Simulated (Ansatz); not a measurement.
# H2Pb (model cell, started as CdI2 type): following an unstable mode

Wanted: the energy along a soft mode of H2Pb (model cell, started as CdI2 type) and the structure at the end.

Program: Ansatz 0.2.0. Level of theory: DFT r2SCAN, scalar-relativistic, plane waves, PAW. Results are calculated unless marked as measured.

Most raw output is cut from this account.

The structure was built from a prototype and need not be the compound's stable phase.

### Step 1. Starting point

Symmetry: P-3m1, No. 164, trigonal system. The conventional cell has a = 3.726 Å, b = 3.726 Å, c = 3.530 Å, α = 90.00°, β = 90.00°, γ = 120.00°. Nearest to Pb lie 6 H at 2.30 Å. H has 3 Pb at 2.30 Å nearest. Farther neighbours are not listed.

### Step 2. The dispersion

The cell comes from relaxations at this level that are not shown. The mesh has a single point along some directions, so zone-edge points there are not solved. Linear response on a 1×1×2 q mesh gives force constants as far as a supercell of that size would.

input.yaml

```yaml
crystal:
  lattice:
    - [3.726359432, 0.0, 0.0]
    - [-1.863179716, 3.2271219317, 0.0]
    - [0.0, 0.0, 3.5297147904]
  atoms:
    - { symbol: Pb, position: [0.0, 0.0, 0.0] }
    - { symbol: H, position: [0.3333333333, 0.6666666667, 0.2296328954] }
    - { symbol: H, position: [0.6666666667, 0.3333333333, 0.7703671046] }
kpoints:
  mp_grid: { grid: [12, 12, 12] }
hamiltonian:
  xc: r2scan
scf:
  occupations: { method: methfessel_paxton, width: 0.15 }
output:
  eigenvalues: true
phonons:
  method: dfpt
  qmesh: [1, 1, 2]
  temperatures: { t_max: 1000, t_step: 50 }
  qpath:
    path:
      - [[0.0, 0.0, 0.0], [0.5, 0.0, 0.0], [0.33333333, 0.33333333, 0.0], [0.0, 0.0, 0.0], [0.0, 0.0, 0.5], [0.5, 0.0, 0.5], [0.33333333, 0.33333333, 0.5], [0.0, 0.0, 0.5]]
      - [[0.5, 0.0, 0.5], [0.5, 0.0, 0.0]]
      - [[0.33333333, 0.33333333, 0.5], [0.33333333, 0.33333333, 0.0]]
    npoints: 10
```

The run is started by

```
$ ansatz run input.yaml --threads 4 --pin off --max-ram 7168MiB --backend cpu --events-out ev --progress --plain --runs-dir out
```

The job ended after 15 min (4 threads of Arm Neoverse N1, shared host; peak memory 1.7 GiB; 26 min of CPU time).

Numbers from this step:

```
volume per atom                                               : 14.15 Å³
gap on the k-mesh                                             : 0 eV
sum-rule residual before enforcement                          : 8.17e-5 eV/Å²
point group                                                   : -3m
highest optical mode at the zone centre (no LO-TO term)       : 870.4 cm⁻¹
lowest optical zone-centre mode                               : -310.3 cm⁻¹
lowest mode on the q mesh (acoustic modes at Γ apart)         : -310.3 cm⁻¹
highest frequency at a solved wavevector (no LO-TO term at Γ) : 870.4 cm⁻¹
```

Frequencies (cm⁻¹) solved at each irreducible wavevector; negative means imaginary. Frequencies by wavevector, by row:

```tsv
q in reciprocal lattice units	star	mode 1	mode 2	mode 3	mode 4	mode 5	mode 6	mode 7	mode 8	mode 9
0 0 0	1	-310.3	-310.3	0	0	0	408.8	805.6	870.4	870.4
0 0 -0.5	1	-52.9	-52.9	64	201.7	201.7	711.9	758	838.8	838.8
```

Symmetry leaves 2 wavevectors to solve. The lowest mode among them, the acoustic zeros apart, lies at Γ and is imaginary, 310.3i cm⁻¹, so the energy falls along it.

### Step 3. The mode frozen in, largest atomic shift 0 Å

The mode followed lies at Γ with frequency 310.3i cm⁻¹ and is 2-fold degenerate, the softest among the wavevectors solved. At small amplitude the distorted cell has space group no. 8 by a symmetry search on the positions. The undistorted cell that holds it gives the zero of energy on the same k mesh.

input.yaml, the sections that differ from step 2:

```yaml
output:
  forces: true
  stress: true
  eigenvalues: true
# crystal, kpoints, hamiltonian, scf: as in step 2
# phonons: removed
```

The job ended after 16 s (4 threads; peak memory 0.5 GiB; 25 s of CPU time).

This step gave:

| Item | Value |
| --- | --- |
| pressure | 6.31e-4 GPa |
| energy from the undistorted cell | 0 meV/atom |

The run ends at a pressure of 0.00 GPa, with forces up to 1.0e-4 eV/Å.

### Step 4. The mode frozen in, largest atomic shift 0.22 Å

The atoms are moved along the unstable eigenvector, the largest shift by 0.22 Å, with the cell fixed.

input.yaml, the sections that differ from step 3:

```yaml
crystal:
  lattice:
    - [3.726359432, 0.0, 0.0]
    - [-1.863179716, 3.2271219317, 0.0]
    - [0.0, 0.0, 3.5297147904]
  atoms:
    - { symbol: Pb, position: [0.0006632971, 0.0003316485, 0.0] }
    - { symbol: H, position: [0.2651611339, 0.6325805669, 0.2296328954] }
    - { symbol: H, position: [0.5984944672, 0.2992472336, 0.7703671046] }
# kpoints, hamiltonian, scf, output: as in step 3
```

Elapsed: 41 s, on 4 threads; peak memory 0.73 GiB; 94 s of CPU time.

Numbers from this step:

```
pressure                         : 0.8688 GPa
energy from the undistorted cell : -4.031 meV/atom
```

The energy, extrapolated to zero smearing, is -4.03 meV/atom against the undistorted cell.

The run ends at a pressure of 0.87 GPa, with forces up to 0.084 eV/Å.

### Step 5. Energy along the mode, all amplitudes (two of the runs are shown above)

An imaginary frequency means negative curvature, so the energy should fall and then rise again as anharmonic terms take over.

This step gave:

```
depth at the lowest point sampled  : 4.031 meV/atom
largest atomic shift at that point : 0.22 Å
```

Energy from the parent against largest atomic shift:

```tsv
largest atomic shift (Å)	energy from the parent (meV/atom)
0.000	0
0.040	-0.189
0.080	-0.739
0.140	-2.10
0.220	-4.03
0.320	-3.69
0.450	8.75
```

Displacement at unit largest shift by atom:

```tsv
atom	x (Å)	y (Å)	z (Å)	size
Pb1	0.008	0.005	0.000	0.009
H2	-0.866	-0.500	0.000	1.000
H3	-0.866	-0.500	0.000	1.000
```

The lowest of the steps tried is at 0.22 Å, 4.03 meV/atom below the parent; the bottom of the well need not coincide with a step.

### Step 6. Relaxation from the frozen mode

Starting from the lowest point found, all atoms and the cell are let go, so that strain and other modes of the same symmetry can join in.

input.yaml: that of step 4 with these lines changed.

```diff
@@ -19 +19,6 @@
   eigenvalues: true
+relax:
+  adjacent_minimum: "off"
+  f_tol: 0.002
+  max_steps: 120
+  cell: { stress_tol: 0.03 }
```

Wall time 7.4 min (4 threads); peak memory 0.85 GiB; 27 min of CPU time.

The steps of the relaxation:

```tsv
step	energy less that of the first step (eV)	largest force component (eV/Å)	pressure (GPa)	volume (Å³)
1	0.0000	0.0698	0.87	42.45
2	-0.0106	0.1595	-0.61	43.84
3	-0.0208	0.1840	-0.51	44.14
4	-0.0406	0.2926	1.35	44.88
5	-0.0497	0.0942	0.07	44.78
6	-0.0528	0.0554	-0.01	45.11
7	-0.0538	0.0332	0.12	45.17
8	-0.0544	0.0109	-0.04	45.62
9	-0.0546	0.0037	0.03	45.52
10	-0.0546	0.0016	0.01	45.55
11	-0.0546	0.0005	0.00	45.57
12*	-0.0555	0.0005	0.02	45.57
13	-0.0555	0.0008	0.00	45.61
14*	-0.0555	0.0008	0.00	45.61
```

Relaxation steps marked * repeat the geometry before them on a plane-wave basis chosen anew for their cell, so energy and pressure can jump there.

The run keeps the 2 symmetry operations that it works with, so distortions that break them were not tested.

```tsv
cell as run	before	after	change
a (Å)	3.726	4.016	+7.8 %
b (Å)	3.726	3.704	-0.6 %
c (Å)	3.530	3.459	-2.0 %
β (°)	90.00	87.88	-2.4 %
γ (°)	120.00	117.46	-2.1 %
volume (Å³/atom)	14.15	15.20	+7.5 %
```

The atoms that moved most (Å, as changes of fractional coordinates times the final cell):

```tsv
atom	dx	dy	dz	length
Pb1	0.211	0.122	-0.107	0.267
H2	-0.222	-0.128	0.063	0.264
H3	0.010	0.006	0.045	0.046
```

The relaxed structure:

```xyz
3
Lattice="4.0112 0.1773 0.0700 -1.8520 3.2078 0.0000 0.0663 0.0383 3.4580" Properties=species:S:1:pos:R:3 pbc="T T T"
Pb    0.2133    0.1232   -0.1072
H    -0.3145    1.9570    0.8753
H     1.9080    1.1016    2.7504
```

This step gave:

```yaml
pressure: 0.002180 GPa
volume_per_atom: 15.20 Å³
```

The distorted start has space group Cm; the relaxation ends in Cm.

### Step 7. The new phase in its own primitive cell

The relaxed structure is symmetrised, reduced to its primitive cell and relaxed tightly, as its phonons need.

input.yaml, the sections that differ from step 6:

```yaml
crystal:
  lattice:
    - [3.5631274404, -1.8520101243, 0.0]
    - [3.5631274404, 1.8520101243, 0.0]
    - [-0.1443952283, 0.0, 3.4558123256]
  atoms:
    - { symbol: Pb, position: [0.9650763057, 0.9650763057, 0.9675791827] }
    - { symbol: H, position: [0.4035689564, 0.4035689564, 0.2492178439] }
    - { symbol: H, position: [0.6991952888, 0.6991952888, 0.7832029734] }
kpoints:
  mp_grid: { grid: [12, 12, 10] }
relax:
  adjacent_minimum: "off"
  f_tol: 0.001
  max_steps: 60
  cell: { stress_tol: 0.01 }
# hamiltonian, scf, output: as in step 6
```

The job ended after 4.2 min (4 threads; peak memory 0.77 GiB).

Step by step:

```tsv
step	energy less that of the first step (eV)	largest force component (eV/Å)	pressure (GPa)	volume (Å³)
1	0.0000	0.0091	-0.15	45.61
2	0.0002	0.0257	0.11	45.15
3	-0.0003	0.0062	-0.03	45.41
4	-0.0003	0.0211	-0.14	45.41
5	-0.0003	0.0028	-0.02	45.38
6	-0.0004	0.0024	0.00	45.29
7	-0.0001	0.0306	-0.02	45.28
8	-0.0004	0.0002	0.00	45.29
9*	-0.0004	0.0002	0.00	45.29
```

Relaxation steps marked * repeat the geometry before them on a plane-wave basis chosen anew for their cell, so energy and pressure can jump there. Relaxation steps 2, 4, 7 were tried and not accepted.

Forces are held to the 2 operations that the run works with; a distortion that breaks them can't arise in this run.

```tsv
cell as run	before	after	change
a (Å)	4.016	3.992	-0.6 %
b (Å)	4.016	3.992	-0.6 %
c (Å)	3.459	3.465	+0.2 %
γ (°)	54.93	55.17	+0.4 %
volume (Å³/atom)	15.20	15.10	-0.7 %
```

Final coordinates:

```
Pb H
1.0
     3.53824   -1.84874   -0.00105
     3.53824    1.84874   -0.00105
    -0.14440    0.00000    3.46206
Pb H
1 2
Direct
  0.96596 0.96596 0.96836
  0.40371 0.40371 0.25049
  0.69817 0.69817 0.78116
```

This step gave:

* pressure: -8.92e-4 GPa
* volume per atom: 15.10 Å³

The largest force component left is 0.24 meV/Å and the pressure is -0.001 GPa, within the tolerances set. The cell now holds 15.10 Å³/atom.

### Step 8. Modes of the new phase, k-mesh 12×12×10

A relaxed structure may still be a saddle point, so its zone-centre modes are computed. No field response is asked, since the mesh shows no gap.

input.yaml, the sections that differ from step 7:

```yaml
crystal:
  lattice:
    - [3.5382408338, -1.8487410021, -0.0010472552]
    - [3.5382408338, 1.8487410021, -0.0010472552]
    - [-0.1444024159, 0.0, 3.4620637287]
  atoms:
    - { symbol: Pb, position: [0.9659623418, 0.9659623418, 0.9683570532] }
    - { symbol: H, position: [0.4037111356, 0.4037111356, 0.2504860727] }
    - { symbol: H, position: [0.6981670736, 0.6981670736, 0.7811568741] }
output:
  eigenvalues: true
phonons:
  method: dfpt
# kpoints, hamiltonian, scf: as in step 7
# relax: removed
```

The job ended after 12 min (4 threads; peak memory 2.1 GiB; 46 min of CPU time).

Numbers from this step:

| Property | Result |
| --- | --- |
| sum-rule residual before enforcement | 1.57e-5 eV/Å² |
| point group | m |
| highest optical mode at the zone centre (no LO-TO term) | 1093 cm⁻¹ |
| lowest optical zone-centre mode | 294.0 cm⁻¹ |

Patterns of degenerate modes are one choice out of their space. The modes at Γ (shares of kinetic energy by element, %):

```tsv
mode	frequency (cm⁻¹)	symmetry	Pb %	H %
1	0.0	acoustic	99	1
2	0.0	acoustic	99	1
3	0.0	acoustic	99	1
4	294.0	A''	1	99
5	363.7	A'	1	99
6	522.7	A'	1	99
7	768.6	A'	0	100
8	794.8	A''	0	100
9	1092.7	A'	0	100
```

Displacements in mode 4 (294.0 cm⁻¹), the largest set to 1:
```
Pb1  0.00 -0.01  0.00
H2   0.00  0.54  0.00
H3   0.00  1.00  0.00
```

Displacements in mode 9 (1092.7 cm⁻¹), the largest set to 1:
```
Pb1  0.00  0.00  0.00
H2  -0.19  0.00  0.01
H3   1.00  0.00  0.43
```

Before it was imposed, the acoustic sum rule was missed by 1.6e-5 eV/Å². Small misses are needed for a sound result but don't prove that mesh and cutoff are converged. The lowest optical mode is real, 294 cm⁻¹.

### Step 9. Results

```yaml
unstable_mode_of_the_parent: q = (0, 0, 0), 310i cm⁻¹
depth_at_the_lowest_point_sampled: 4.03 meV/atom
largest_atomic_shift_at_that_point: 0.22 Å
space_group_reached_within_0p01_a: Cm
energy_gained_over_the_parent_first_relaxation_on_the_mesh_of_the_frozen_mode: 22.5 meV/atom
volume_per_atom_phase_reached: 15.1 Å³
lowest_optical_zone_centre_mode_phase_reached: 294 cm⁻¹
highest_optical_mode_at_the_zone_centre_no_lo_to_term_phase_reached: 1093 cm⁻¹
```

What this shows: Along this mode the structure falls into Cm, 22.5 meV/atom below the parent. At the parent's cell the well is 4.031 meV/atom deep on the steps tried, with its lowest point at a shift of 0.22 Å. Relaxing atoms and cell changes the gain by +18.49 meV/atom against the lowest step (energies at zero smearing). Most of the total comes from this relaxation. The new phase has no imaginary mode at the zone centre of its cell; other wavevectors were not checked. Of the 2 patterns followed to their end from this parent, this one reaches the lowest energy. Each path keeps the symmetry of its pattern, so a lower phase may lie along a pattern not tried. The q mesh is too sparse to interpolate, so only the solved wavevectors are given. With no gap, or one that is small against the smearing, the frequencies hang on the k mesh and the smearing, most of all near Kohn anomalies. Spin-orbit coupling is left out, which can matter for the heavy elements here. A phonon run warned that its eigensolver left some bands unconverged in a pass. The starting cell was built on a prototype and not taken from a measurement, so the phase need not exist.

[Logs are printed without paths, hosts, clocks, repeated set-up lines and the standing remarks that a program may print on its own settings, such as how far it seeks lower states.]

[Hosts, paths, dates, database ids (printed as entryN), source tags and the programs' standing remarks are cut or masked in the printed files.]
